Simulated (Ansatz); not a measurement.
# armchair BAs nanoribbon (N = 4, H edges): bands by functional and under strain, part 4 of 4

Aim: is the armchair BAs nanoribbon (N = 4, H edges) a metal or a semiconductor?

Ansatz 0.2.0; DFT PBE, plane waves, PAW; relaxation of a wire's period (the session's first sound run).

So far, band gap (eV): step 3 (the perfect wire, PBE) 1.62; step 6 (levels at the same atoms, level r2SCAN, cutoff 500 eV, r2SCAN PBE) 1.84; step 7 (levels at the same atoms, level HSE06, cutoff 420 eV, HSE06 PBE) 2.14; step 9 (two-component spinors, PBE spin-orbit) 1.62; step 10 (strain along the wire, period over the relaxed period 1.06, k-mesh 1×1×10, PBE) 1.44.

## (11) At a strained period, period over the relaxed period 0.97, k-mesh 1×1×11 (continued)

Level of this step: DFT PBE, plane waves, PAW; relaxation at a fixed period (Ansatz).

Step by step:

```csv
step,energy less that of the first step (eV),largest force component (eV/Å)
1,0.0000,0.7150
2,-0.0684,0.2841
3,-0.0812,0.0256
4,-0.0813,0.0048
```

Forces are held to the 4 operations that the run works with; a distortion that breaks them can't arise in this run.

The atoms that moved most (Å):

| atom | dx | dy | dz | length |
| --- | --- | --- | --- | --- |
| H12 | 0.005 | 0.000 | 0.090 | 0.091 |
| H6 | -0.005 | 0.000 | 0.090 | 0.091 |
| H5 | 0.018 | 0.000 | -0.081 | 0.083 |
| H11 | -0.018 | 0.000 | -0.081 | 0.083 |
| B8 | 0.041 | 0.000 | -0.025 | 0.048 |
| B1 | -0.041 | 0.000 | -0.025 | 0.048 |
| As10 | 0.038 | 0.000 | 0.017 | 0.042 |
| As3 | -0.038 | 0.000 | 0.017 | 0.042 |

Final coordinates:

```cif
data_structure
_symmetry_space_group_name_H-M 'P 1'
_symmetry_Int_Tables_number 1
_cell_length_a 14.6900
_cell_length_b 7.0000
_cell_length_c 5.7137
_cell_angle_alpha 90.000
_cell_angle_beta 90.000
_cell_angle_gamma 90.000
_cell_volume 587.54
loop_
_atom_site_label
_atom_site_type_symbol
_atom_site_fract_x
_atom_site_fract_y
_atom_site_fract_z
_atom_site_occupancy
B1 B 0.32374 0.50000 0.99774 1
B2 B 0.55715 0.50000 0.00203 1
As3 As 0.32982 0.50000 0.32839 1
As4 As 0.55879 0.50000 0.34030 1
H5 H 0.74606 0.50000 0.39118 1
H6 H 0.24382 0.50000 0.47012 1
B7 B 0.44287 0.50000 0.50203 1
B8 B 0.67628 0.50000 0.49774 1
As9 As 0.44123 0.50000 0.84030 1
As10 As 0.67020 0.50000 0.82839 1
H11 H 0.25396 0.50000 0.89118 1
H12 H 0.75620 0.50000 0.97012 1
```

This step gave:

- band gap: 1.682 eV

The electronic bands at the labelled points (eV, zero at the Fermi level):

```
  point  band 35  band 36  band 37  band 38  band 39  band 40  band 41  band 42
      Γ    -2.65    -2.64    -0.90    -0.85     0.83     0.96     2.58     2.88
halfway    -3.06    -2.45    -1.79    -1.22     1.11     1.92     2.63     2.68
      Z    -2.95    -2.95    -1.88    -1.88     1.68     1.68     2.65     2.65
```

The gap is 1.68 eV, against 1.62 eV under PBE at the relaxed period.

## (12) The same system on other settings: kpoints.mp_grid.shift = [0.0, 0.0, 0.5]

This step: DFT LDA, plane waves, PAW; bands of a perfect wire at the PBE geometry; changed: kpoints.mp_grid.shift = [0.0, 0.0, 0.5] (Ansatz 0.2.0).

The atoms of the band run (LDA) are kept and the input is varied, to see whether the result depends on it.

File input.yaml:

```yaml
crystal:
  lattice:
    - [14.69, 0.0, 0.0]
    - [0.0, 7.0, 0.0]
    - [0.0, 0.0, 5.8904156532]
  atoms:
    - { symbol: B, position: [0.326526541, 0.5, 0.002103256] }
    - { symbol: B, position: [0.556657162, 0.5, 0.00467966] }
    - { symbol: As, position: [0.332404948, 0.5, 0.325441699] }
    - { symbol: As, position: [0.558130241, 0.5, 0.337938618] }
    - { symbol: H, position: [0.744858155, 0.5, 0.40530939] }
    - { symbol: H, position: [0.244156562, 0.5, 0.454289281] }
    - { symbol: B, position: [0.44336364, 0.5, 0.50467966] }
    - { symbol: B, position: [0.673494261, 0.5, 0.502103256] }
    - { symbol: As, position: [0.441890562, 0.5, 0.837938618] }
    - { symbol: As, position: [0.667615854, 0.5, 0.825441699] }
    - { symbol: H, position: [0.255162647, 0.5, 0.90530939] }
    - { symbol: H, position: [0.75586424, 0.5, 0.954289281] }
kpoints:
  mp_grid: { grid: [1, 1, 11], shift: [0.0, 0.0, 0.5] }
  band_path: { path: ["Γ", Z], npoints: 50 }
scf:
  occupations: { method: fermi_dirac, width: 0.05 }
hamiltonian:
  xc: lda
```

Started as:

```sh
> ansatz run input.yaml --threads 8 --pin off --max-ram 16384MiB --backend cpu --events-out ev --progress --plain --runs-dir out
```

Numbers of over 12 decimals in the logs are rounded to 6 here.

Log:

```text
[...]
Crystal: 12 atoms, lattice volume = 605.711 Å³
Basis set: ecut = 420 eV, 11829 PW (Γ)
Bands: 50, of which v1, the nominal top of the filled ones, is band 38 counted from 1 (37 counted from 0)
Symmetry: 4 space group operations
[...]
k-points: 6 of 11 (time reversal used)
[...]
SCF iter   1: F=—  HF=-19751.048860 eV  |F-HF|=—  |Δ(HF+E_count)|=         —  Δρ=4.49e-3  dr2=1.58e-1  ethr=1.77e-3  ⟨swp⟩=7.0  Hψ=1262  notcnv=0  defer=10
[...]
SCF iter   8: F=-19751.024582 eV  HF=-19751.024582 eV  |F-HF|=3.82e-8  |Δ(HF+E_count)|=   5.55e-7  Δρ=1.87e-6  dr2=2.80e-8  ethr=1.32e-10  ⟨swp⟩=14.0  Hψ=1242  notcnv=0
SCF 1 converged in 8 iterations: F = -19751.024582 eV  dr2 = 2.80e-8
[...]
SCF converged after 8 iterations
Free energy (F): -19751.024582 eV
[...]
Internal energy: -19751.024582 eV  (E = F + TS)
E sigma→0 (E₀):  -19751.024582 eV
Entropy (-TS):   -0.000000 eV (-0.000 meV/atom)
Fermi energy:    -1.457834 eV
[...]
--- Band table (eV; the first three rows and the last of 6) ---
  k-point 0: bands = [... 34 lower, -4.2016, -3.9808, -2.4448, -2.2937, -0.6162, -0.5475, 1.3405, 1.5164, ... 8 higher]
  k-point 1: bands = [... 34 lower, -4.3236, -3.9321, -2.7484, -2.3898, -0.4917, -0.2589, 1.3613, 1.4093, ... 8 higher]
  k-point 2: bands = [... 34 lower, -4.5546, -3.8395, -3.1580, -2.5632, -0.3802, 0.2513, 1.2298, 1.3050, ... 8 higher]
  k-point 5: bands = [... 34 lower, -4.3626, -4.3626, -3.2619, -3.2619, 0.2618, 0.2618, 1.0644, 1.0644, ... 8 higher]
```

Wall time 7.4 s (8 threads of Intel Xeon Platinum 8488C (Sapphire Rapids), shared host); peak memory 2.1 GiB; 56 s of CPU time.

This step gave:

```
band gap : 1.611 eV
```

It took 7.4 s against 8.3 s for the run it varies.

The band gap stays within 0.2 % plus 0.001 of the run it varies.

## (13) A varied input: kpoints.mp_grid.grid = [1, 1, 14]

This step: DFT LDA, plane waves, PAW; bands of a perfect wire at the PBE geometry; changed: kpoints.mp_grid.grid = [1, 1, 14] (Ansatz 0.2.0).

The atoms of the band run (LDA) are kept and the input is varied, to see whether the result depends on it.

Changes to input.yaml since step 12:

```diff
@@ -19,3 +19,3 @@
 kpoints:
-  mp_grid: { grid: [1, 1, 11], shift: [0.0, 0.0, 0.5] }
+  mp_grid: { grid: [1, 1, 14] }
   band_path: { path: ["Γ", Z], npoints: 50 }
```

Log:

```text
[...]
Crystal: 12 atoms, lattice volume = 605.711 Å³
Basis set: ecut = 420 eV, 11829 PW (Γ)
Bands: 50, of which v1, the nominal top of the filled ones, is band 38 counted from 1 (37 counted from 0)
Symmetry: 4 space group operations
[...]
k-points: 8 of 14 (time reversal used)
[...]
--- Band table (eV; the first three rows and the last of 8) ---
  k-point 0: bands = [... 34 lower, -4.1873, -3.9869, -2.3973, -2.2812, -0.6706, -0.5544, 1.3370, 1.5284, ... 8 higher]
  k-point 1: bands = [... 34 lower, -4.2230, -3.9718, -2.5097, -2.3119, -0.5414, -0.5372, 1.3453, 1.4967, ... 8 higher]
  k-point 2: bands = [... 34 lower, -4.3376, -3.9269, -2.7761, -2.4000, -0.4856, -0.2255, 1.3626, 1.3993, ... 8 higher]
  k-point 7: bands = [... 34 lower, -4.3626, -4.3626, -3.2619, -3.2619, 0.2618, 0.2618, 1.0644, 1.0644, ... 8 higher]
[key lines of the parts left out:]
SCF converged after 8 iterations
Free energy (F): -19751.024572 eV
Fermi energy:    -1.463245 eV
```

Wall time 7.6 s (8 threads); peak memory 2.1 GiB; 56 s of CPU time.

It took 7.6 s against 8.3 s for the run it varies.

The band gap stays within 0.2 % plus 0.001 of the run it varies.

Against step 4 (now k-mesh 1×1×14), the free energy stays within 0.05 meV an atom.

## (14) What came out

* cell length, PBE: 5.890 Å
* conductance, PBE: 5.0e-14 G₀
* gap, PBE: 1.62 eV
* gap, LDA: 1.61 eV
* gap, PBEsol: 1.62 eV
* gap, r2SCAN: 1.84 eV
* gap, HSE06: 2.14 eV
* gap, with spin-orbit coupling: 1.62 eV
* gap, period scaled by 1.06: 1.44 eV
* gap, period scaled by 0.97: 1.68 eV

What this shows: Under PBE the cell's length is 5.89 Å, and a gap of 1.62 eV makes it a semiconductor. At the relaxed period the wire is gapped under every functional, from 1.61 eV (LDA) to 2.14 eV (HSE06). Weak screening in one dimension makes quasiparticle gaps larger than the semilocal gaps, as a rule. Strain matters: under PBE the gap goes from 1.62 eV to 1.68 eV at 0.97 times the period and 1.44 eV at 1.06 times the period. Transport is coherent and elastic here: the atoms are frozen, so scattering by vibrations plays no part. A hybrid's gap is read on a coarse mesh, without a band path.

[Logs are printed without paths, hosts, clocks, repeated set-up lines and the standing remarks that a program may print on its own settings, such as how far it seeks lower states.]

[Hosts, paths, dates, database ids (printed as entryN), source tags and the programs' standing remarks are cut or masked in the printed files.]
